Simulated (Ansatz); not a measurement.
# What TaSnO3 (Pm-3m) distorts into, part 2 of 3

Wanted: the energy along a soft mode of TaSnO3 (Pm-3m) and the structure at the end.

Ansatz 0.2.0; DFT PBEsol, scalar-relativistic, plane waves, PAW; PAW set soft_1.

So far, highest frequency on the path or at a solved wavevector (cm⁻¹): step 2 (phonons on a q mesh) 787. Also lowest frequency on the path (cm⁻¹): step 2 -57.1.

## 5. Energy along the mode, all amplitudes (two of the runs are shown above)

An imaginary frequency means negative curvature, so the energy should fall and then rise again as anharmonic terms take over.

Numbers from this step:

| Property | Result |
| --- | --- |
| depth at the lowest point sampled | 1.119 meV/atom |
| largest atomic shift at that point | 0.14 Å |

The energy from the parent by largest atomic shift:

```csv
largest atomic shift (Å),energy from the parent (meV/atom)
0.000,0
0.040,-0.116
0.080,-0.441
0.140,-1.12
0.220,-1.01
0.320,9.72
```

Displacement at unit largest shift by atom:

| atom | x (Å) | y (Å) | z (Å) | size |
| --- | --- | --- | --- | --- |
| Ta1 | 0.000 | -0.314 | -0.314 | 0.444 |
| Sn2 | 0.000 | 0.707 | 0.707 | 1.000 |
| O3 | 0.000 | -0.643 | -0.643 | 0.909 |
| O4 | 0.000 | -0.405 | -0.643 | 0.760 |
| O5 | 0.000 | -0.643 | -0.405 | 0.760 |

The lowest of the steps tried is at 0.14 Å, 1.12 meV/atom below the parent; the bottom of the well need not coincide with a step.

## 6. Relaxation from the frozen mode

Starting from the lowest point found, all atoms and the cell are let go, so that strain and other modes of the same symmetry can join in.

Input file input.yaml:

```yaml
crystal:
  lattice:
    - [4.0241795564, 0.0, 0.0]
    - [0.0, 4.0241795564, 0.0]
    - [0.0, 0.0, 4.0241795564]
  atoms:
    - { symbol: Ta, position: [0.5, 0.4890619819, 0.4890619819] }
    - { symbol: Sn, position: [0.0, 0.0246000329, 0.0246000329] }
    - { symbol: O, position: [0.0, 0.4776278178, 0.4776278178] }
    - { symbol: O, position: [0.5, -0.0140754811, 0.4776278178] }
    - { symbol: O, position: [0.5, 0.4776278178, -0.0140754811] }
kpoints:
  mp_grid: { grid: [12, 12, 12] }
hamiltonian:
  xc: pbesol
  pseudopotentials: { kind: paw, azcp: { folder: soft_1 }, xc_functional: pbe }
scf:
  occupations: { method: methfessel_paxton, width: 0.2 }
output:
  forces: true
  stress: true
  eigenvalues: true
relax:
  adjacent_minimum: "off"
  f_tol: 0.002
  max_steps: 120
  cell: { stress_tol: 0.03 }
```

Launch:

```bash
$ ansatz run input.yaml --threads 4 --pin off --max-ram 10240MiB --backend cpu --events-out ev --progress --plain --runs-dir out
```

Numbers of over 12 decimals in the logs are rounded to 6 here.

The log of the run:

```text
[...]
Crystal: 5 atoms, lattice volume = 65.168 Å³
Basis set: ecut = 420 eV, 1309 PW (Γ), exchange–correlation on 54×54×54 points (8 copies of the dense FFT grid, shifted against one another)
Bands: 28, of which v1, the nominal top of the filled ones, is band 23 counted from 1 (22 counted from 0)
Symmetry: 4 space group operations
[...]
k-points: 301 of 1728 (time reversal used)
[...]
SCF iter   1: F=—  HF=-17442.449029 eV  |F-HF|=—  |Δ(HF+E_count)|=         —  Δρ=4.80e-2  dr2=1.36e0  ethr=3.10e-3  ⟨swp⟩=5.4  Hψ=34728  notcnv=0
[...]
SCF iter   9: F=-17442.235344 eV  HF=-17442.235344 eV  |F-HF|=5.42e-8  |Δ(HF+E_count)|=   2.35e-9  S|Δr|=    0.00e0  Δρ=1.13e-5  dr2=7.33e-8  ethr=2.22e-10  ⟨swp⟩=7.5  Hψ=37086  notcnv=0
SCF 1 converged in 9 iterations: F = -17442.235344 eV  dr2 = 7.33e-8
[...]
relax step   1: F+E_penalty+E_count = -17442.23534376 eV  Δ(F+E_penalty+E_count) = +0.000e0 eV  max|allowed force component| = 3.386e-2 eV/Å  Δτ_max = 0.0000 Å  P = +0.730 GPa  Ω = 65.168 Å³  (9 SCF iters, dr2 threshold 1.00e-7 eV, accepted)
Crystal: 5 atoms, lattice volume = 65.518 Å³
[...]
iter 1 solved again at ethr=1.93e-6 eV; its pass at ethr=3.10e-3 eV (dr2=8.68e-4 eV) is discarded
[...]
SCF iter   5: F=-17442.235952 eV  HF=-17442.235952 eV  |F-HF|=1.65e-7  |Δ(HF+E_count)|=   8.01e-7  S|Δr|=    0.00e0  Δρ=1.92e-5  dr2=3.52e-7  ethr=1.11e-9  ⟨swp⟩=3.7  Hψ=35196  notcnv=0
SCF 2 converged in 5 iterations: F = -17442.235952 eV  dr2 = 3.52e-7
relax step   2: F+E_penalty+E_count = -17442.23595184 eV  Δ(F+E_penalty+E_count) = -6.081e-4 eV  max|allowed force component| = 2.858e-2 eV/Å  Δτ_max = 0.0173 Å  P = -0.235 GPa  Ω = 65.518 Å³  energy of the carried Pulay correction = -7.585e-4 eV  (5 SCF iters, dr2 threshold 5.00e-7 eV, accepted)
Crystal: 5 atoms, lattice volume = 65.498 Å³
[...]
SCF iter   5: F=-17442.236908 eV  HF=-17442.236908 eV  |F-HF|=8.59e-8  |Δ(HF+E_count)|=   8.60e-7  S|Δr|=    0.00e0  Δρ=1.88e-5  dr2=3.19e-7  ethr=9.65e-10  ⟨swp⟩=3.1  Hψ=34475  notcnv=0
SCF 3 converged in 5 iterations: F = -17442.236908 eV  dr2 = 3.19e-7
relax step   3: F+E_penalty+E_count = -17442.23690839 eV  Δ(F+E_penalty+E_count) = -9.566e-4 eV  max|allowed force component| = 5.376e-2 eV/Å  Δτ_max = 0.0215 Å  P = +0.029 GPa  Ω = 65.498 Å³  energy of the carried Pulay correction = -7.163e-4 eV  (5 SCF iters, dr2 threshold 4.34e-7 eV, accepted)
[... from here on, the SCF cycles and remarks between the steps are left out ...]
relax step   4: F+E_penalty+E_count = -17442.23749767 eV  Δ(F+E_penalty+E_count) = -5.893e-4 eV  max|allowed force component| = 1.255e-1 eV/Å  Δτ_max = 0.0695 Å  P = +0.465 GPa  Ω = 65.613 Å³  energy of the carried Pulay correction = -9.626e-4 eV  (8 SCF iters, dr2 threshold 1.81e-7 eV, accepted)
relax step   5: F+E_penalty+E_count = -17442.23833998 eV  Δ(F+E_penalty+E_count) = -8.423e-4 eV  max|allowed force component| = 3.250e-2 eV/Å  Δτ_max = 0.0093 Å  P = +0.021 GPa  Ω = 65.723 Å³  energy of the carried Pulay correction = -1.200e-3 eV  (5 SCF iters, dr2 threshold 5.00e-7 eV, accepted)
relax step   6: F+E_penalty+E_count = -17442.23851145 eV  Δ(F+E_penalty+E_count) = -1.715e-4 eV  max|allowed force component| = 1.339e-3 eV/Å  Δτ_max = 0.0070 Å  P = +0.003 GPa  Ω = 65.699 Å³  energy of the carried Pulay correction = -1.149e-3 eV  (5 SCF iters, dr2 threshold 6.60e-8 eV, accepted)
relax step   7: F+E_penalty+E_count = -17442.23853872 eV  Δ(F+E_penalty+E_count) = -2.727e-5 eV  max|allowed force component| = 4.971e-3 eV/Å  Δτ_max = 0.0005 Å  P = -0.011 GPa  Ω = 65.704 Å³  energy of the carried Pulay correction = -1.160e-3 eV  (5 SCF iters, dr2 threshold 1.21e-8 eV, accepted)
relax step   8: F+E_penalty+E_count = -17442.23865373 eV  Δ(F+E_penalty+E_count) = -1.150e-4 eV  max|allowed force component| = 6.653e-4 eV/Å  Δτ_max = 0.0026 Å  P = +0.012 GPa  Ω = 65.690 Å³  energy of the carried Pulay correction = -1.129e-3 eV  (7 SCF iters, dr2 threshold 7.66e-9 eV, accepted)
relax step   9: F+E_penalty+E_count = -17442.23992828 eV  Δ(F+E_penalty+E_count) = -1.275e-3 eV  max|allowed force component| = 6.079e-4 eV/Å  Δτ_max = 0.0000 Å  P = +0.048 GPa  Ω = 65.690 Å³  stress off target by 8.80e-2 GPa  SCF on the basis re-selected at this cell (its energy is not comparable with the rows above)  (7 SCF iters)
relax step  10: F+E_penalty+E_count = -17442.23994895 eV  Δ(F+E_penalty+E_count) = -2.067e-5 eV  max|allowed force component| = 6.514e-4 eV/Å  Δτ_max = 0.0019 Å  P = +0.011 GPa  Ω = 65.694 Å³  energy of the carried Pulay correction = -1.195e-5 eV  (5 SCF iters, dr2 threshold 1.94e-8 eV, accepted)
relax step  11: F+E_penalty+E_count = -17442.23996922 eV  Δ(F+E_penalty+E_count) = -2.027e-5 eV  max|allowed force component| = 6.407e-4 eV/Å  Δτ_max = 0.0000 Å  P = +0.012 GPa  Ω = 65.694 Å³  stress off target by 3.66e-2 GPa  SCF on the basis re-selected at this cell (its energy is not comparable with the rows above)  (7 SCF iters)
relax step  12: F+E_penalty+E_count = -17442.23997320 eV  Δ(F+E_penalty+E_count) = -3.974e-6 eV  max|allowed force component| = 2.782e-4 eV/Å  Δτ_max = 0.0007 Å  P = +0.001 GPa  Ω = 65.695 Å³  energy of the carried Pulay correction = -2.627e-6 eV  (6 SCF iters, dr2 threshold 3.34e-9 eV, accepted)
[...]
SCF iter   6: F=-17442.239972 eV  HF=-17442.239972 eV  |F-HF|=0.00e0  |Δ(HF+E_count)|=  3.64e-12  S|Δr|=    0.00e0  Δρ=1.89e-7  dr2=1.10e-11  ethr=1.00e-12  ⟨swp⟩=6.0  Hψ=36514  notcnv=0
SCF 13 converged in 6 iterations: F = -17442.239972 eV  dr2 = 1.10e-11
relax step  13: F+E_penalty+E_count = -17442.23997203 eV  Δ(F+E_penalty+E_count) = +1.171e-6 eV  max|allowed force component| = 2.898e-4 eV/Å  Δτ_max = 0.0000 Å  P = +0.001 GPa  Ω = 65.695 Å³  stress off target by 9.63e-3 GPa  SCF on the basis re-selected at this cell (its energy is not comparable with the rows above)  (6 SCF iters)
basis re-selected at this cell: Δ(F+E_penalty+E_count) = +1.171e-6 eV, ΔP = +0.000 GPa vs the last step (what re-selecting the basis moved, of the pressure what is left beyond the Pulay correction that the steps carried, after the strain that the cell walked since its last selection, with what the two solves' SCF thresholds leave and, on support functions, any second-order correction that the steps lacked; it is no m [...]
SCF converged after 6 iterations
[...]
Free energy (F): -17442.239972 eV
[...]
Internal energy: -17442.234192 eV  (E = F + TS)
E sigma→0 (E₀):  -17442.238527 eV
Entropy (-TS):   -0.005780 eV (-1.156 meV/atom)
Fermi energy:    13.682476 eV
[...]
--- Forces (eV/Å), atoms counted from 1 ---
  atom   1  Ta    -0.00000000     0.00002573     0.00002573
  atom   2  Sn     0.00000000    -0.00009107    -0.00009107
  atom   3  O      0.00000000    -0.00016243    -0.00016243
  atom   4  O     -0.00000000     0.00028707    -0.00007281
  atom   5  O      0.00000000    -0.00007281     0.00028707
  max |Σ_I F_I| component: 1.35e-5 eV/Å
--- Stress (GPa, compression-positive) ---
       -0.003136       0.000000       0.000000
        0.000000       0.002979      -0.006650
        0.000000      -0.006650       0.002979
  P = ⅓ Tr σ = 0.0009 GPa (0.009 kbar)
--- Band table (eV; the first three rows and the last of 301) ---
  k-point 0: bands = [... 19 lower, 9.0996, 9.1927, 9.2228, 12.8535, 12.9063, 13.0007, 16.3971, 17.1144, ... 1 higher]
  k-point 1: bands = [... 19 lower, 9.0485, 9.0751, 9.2071, 12.8785, 13.0759, 13.1664, 16.2079, 16.9990, ... 1 higher]
  k-point 2: bands = [... 19 lower, 8.9665, 9.0556, 9.1738, 12.8989, 13.5560, 13.6118, 15.5922, 16.8687, ... 1 higher]
  k-point 300: bands = [... 19 lower, 9.7214, 9.8341, 9.9199, 15.9287, 16.1158, 16.2567, 17.0216, 17.0524, ... 1 higher]
--- Relaxed structure (10 steps of the walk, 10 accepted, 3 SCFs on fresh bases) ---
  F+E_penalty+E_count = -17442.23997203 eV   max|allowed force component| = 2.898e-4 eV/Å   (the final SCF, on the basis selected at the relaxed cell)
  cell:  # Å, volume = 65.6952 Å³
    - [4.046801, 0, 0]
    - [0, 4.029297, -0.037014]
    - [0, -0.037014, 4.029297]
  atoms:
    - { symbol: Ta, position: [0.5, 0.487622, 0.487622] }
    - { symbol: Sn, position: [0, 0.040397, 0.040397] }
    - { symbol: O, position: [0, 0.474041, 0.474041] }
    - { symbol: O, position: [0.5, -0.017627, 0.470409] }
    - { symbol: O, position: [0.5, 0.470409, -0.017627] }
```

Run time: 4 min. Hardware: 4 threads of Arm Neoverse V1, shared host; peak memory 0.84 GiB; 16 min of CPU time.

Step by step:

```
step  energy less that of the first step (eV)  largest force component (eV/Å)  pressure (GPa)  volume (Å³)
   1                                   0.0000                          0.0339            0.73        65.17
   2                                  -0.0006                          0.0286           -0.24        65.52
   3                                  -0.0016                          0.0538            0.03        65.50
   4                                  -0.0022                          0.1255            0.47        65.61
   5                                  -0.0030                          0.0325            0.02        65.72
   6                                  -0.0032                          0.0013            0.00        65.70
   7                                  -0.0032                          0.0050           -0.01        65.70
   8                                  -0.0033                          0.0007            0.01        65.69
  9*                                  -0.0046                          0.0006            0.05        65.69
  10                                  -0.0046                          0.0007            0.01        65.69
 11*                                  -0.0046                          0.0006            0.01        65.69
  12                                  -0.0046                          0.0003            0.00        65.70
 13*                                  -0.0046                          0.0003            0.00        65.70
```

Relaxation steps marked * repeat the geometry before them on a plane-wave basis chosen anew for their cell, so energy and pressure can jump there.

Forces are held to the 4 operations that the run works with; a distortion that breaks them can't arise in this run.

```
conventional cell, symmetrised  before  after  change
                         a (Å)   4.024  4.047  +0.6 %
                         b (Å)   5.691  5.751  +1.0 %
                         c (Å)   5.691  5.646  -0.8 %
              volume (Å³/atom)   13.03  13.14  +0.8 %
```

The atoms that moved most (Å, as changes of fractional coordinates times the final cell):

| atom | dx | dy | dz | length |
| --- | --- | --- | --- | --- |
| Sn2 | 0.000 | 0.063 | 0.063 | 0.089 |
| O4 | 0.000 | -0.014 | -0.029 | 0.032 |
| O5 | 0.000 | -0.029 | -0.014 | 0.032 |
| O3 | 0.000 | -0.014 | -0.014 | 0.020 |
| Ta1 | 0.000 | -0.006 | -0.006 | 0.008 |

The relaxed structure:

```cif
data_structure
_symmetry_space_group_name_H-M 'P 1'
_symmetry_Int_Tables_number 1
_cell_length_a 4.0468
_cell_length_b 4.0295
_cell_length_c 4.0295
_cell_angle_alpha 91.053
_cell_angle_beta 90.000
_cell_angle_gamma 90.000
_cell_volume 65.70
loop_
_atom_site_label
_atom_site_type_symbol
_atom_site_fract_x
_atom_site_fract_y
_atom_site_fract_z
_atom_site_occupancy
Ta1 Ta 0.50000 0.48762 0.48762 1
Sn2 Sn 0.00000 0.04040 0.04040 1
O3 O 0.00000 0.47404 0.47404 1
O4 O 0.50000 0.98237 0.47041 1
O5 O 0.50000 0.47041 0.98237 1
```

This step gave:

- pressure: 9.41e-4 GPa
- volume per atom: 13.14 Å³

The distorted start has space group Amm2; the relaxation ends in Amm2.

## 7. The new phase in its own primitive cell

The relaxed structure is symmetrised, reduced to its primitive cell and relaxed tightly, as its phonons need.

input.yaml, the sections that differ from step 6:

```yaml
crystal:
  lattice:
    - [4.0468008303, 0.0, 0.0]
    - [0.0, 2.8753161448, 2.8229705727]
    - [0.0, -2.8753161448, 2.8229705727]
  atoms:
    - { symbol: Ta, position: [0.5, 0.4876221701, 0.4876221701] }
    - { symbol: Sn, position: [0.0, 0.0403974703, 0.0403974703] }
    - { symbol: O, position: [0.0, 0.4740413484, 0.4740413484] }
    - { symbol: O, position: [0.5, 0.9823725252, 0.4704086553] }
    - { symbol: O, position: [0.5, 0.4704086553, 0.9823725252] }
kpoints:
  mp_grid: { grid: [10, 10, 10] }
relax:
  adjacent_minimum: "off"
  f_tol: 0.001
  max_steps: 60
  cell: { stress_tol: 0.01 }
# hamiltonian, scf, output: as in step 6
```

The log of the run:

```text
[...]
Crystal: 5 atoms, lattice volume = 65.695 Å³
Basis set: ecut = 420 eV, 1297 PW (Γ), exchange–correlation on 60×54×54 points (8 copies of the dense FFT grid, shifted against one another)
Bands: 28, of which v1, the nominal top of the filled ones, is band 23 counted from 1 (22 counted from 0)
Symmetry: 4 space group operations
[...]
k-points: 186 of 1000 (time reversal used)
[...]
cell:  # Å, volume = 65.4716 Å³
    - [4.038486, 0.0, 0.0]
    - [0.0, 2.893216, 2.801711]
    - [0.0, -2.893216, 2.801711]
  atoms:
    - { symbol: Ta, position: [0.5, 0.488987, 0.488987] }
    - { symbol: Sn, position: [0, 0.029545, 0.029545] }
    - { symbol: O, position: [0, 0.477250, 0.477250] }
    - { symbol: O, position: [0.5, 0.984383, 0.474678] }
    - { symbol: O, position: [0.5, 0.474678, 0.984383] }
[key lines of the parts left out:]
SCF converged after 7 iterations
Free energy (F): -17442.240679 eV
Fermi energy:    13.720054 eV
P = ⅓ Tr σ = 0.0004 GPa (0.004 kbar)
```

Wall time 1.9 min (4 threads); peak memory 0.69 GiB.

Relaxation path:

| step | energy less that of the first step (eV) | largest force component (eV/Å) | pressure (GPa) | volume (Å³) |
| --- | --- | --- | --- | --- |
| 1 | 0.0000 | 0.0450 | 0.02 | 65.70 |
| 2 | -0.0008 | 0.0304 | -0.03 | 65.65 |
| 3 | -0.0014 | 0.0453 | -0.02 | 65.59 |
| 4 | -0.0019 | 0.0435 | -0.03 | 65.53 |
| 5 | -0.0022 | 0.0365 | 0.32 | 65.38 |
| 6 | -0.0022 | 0.0020 | -0.01 | 65.48 |
| 7 | -0.0022 | 0.0007 | 0.00 | 65.48 |
| 8* | -0.0018 | 0.0007 | -0.01 | 65.48 |
| 9 | -0.0018 | 0.0001 | 0.00 | 65.47 |
| 10* | -0.0018 | 0.0001 | 0.00 | 65.47 |

Relaxation steps marked * repeat the geometry before them on a plane-wave basis chosen anew for their cell, so energy and pressure can jump there.

The run keeps the 4 symmetry operations that it works with, so distortions that break them were not tested.

```csv
"conventional cell, symmetrised",before,after,change
a (Å),4.047,4.038,-0.2 %
b (Å),5.751,5.786,+0.6 %
c (Å),5.646,5.603,-0.8 %
volume (Å³/atom),13.14,13.09,-0.3 %
```

The atoms that moved most (Å, as changes of fractional coordinates times the final cell):

| atom | dx | dy | dz | length |
| --- | --- | --- | --- | --- |
| Sn2 | 0.000 | 0.000 | -0.061 | 0.061 |
| O5 | 0.000 | 0.007 | 0.018 | 0.019 |
| O4 | 0.000 | -0.007 | 0.018 | 0.019 |
| O3 | 0.000 | 0.000 | 0.018 | 0.018 |
| Ta1 | 0.000 | 0.000 | 0.008 | 0.008 |

Final coordinates:

```xyz
5
Lattice="4.0385 0.0000 0.0000 0.0000 2.8932 2.8017 0.0000 -2.8932 2.8017" Properties=species:S:1:pos:R:3 pbc="T T T"
Ta    2.0192    0.0000    2.7400
Sn    0.0000    0.0000    0.1656
O     0.0000    0.0000    2.6742
O     2.0192    1.4747    4.0879
O     2.0192   -1.4747    4.0879
```

This step gave:

* pressure: 4.37e-4 GPa
* volume per atom: 13.09 Å³

The largest force component left is 0.078 meV/Å and the pressure is 0.000 GPa, within the tolerances set. The cell now holds 13.09 Å³/atom.

(Continued in part 3 of 3.)

[Logs are printed without paths, hosts, clocks, repeated set-up lines and the standing remarks that a program may print on its own settings, such as how far it seeks lower states.]

[Hosts, paths, dates, database ids (printed as entryN), source tags and the programs' standing remarks are cut or masked in the printed files.]
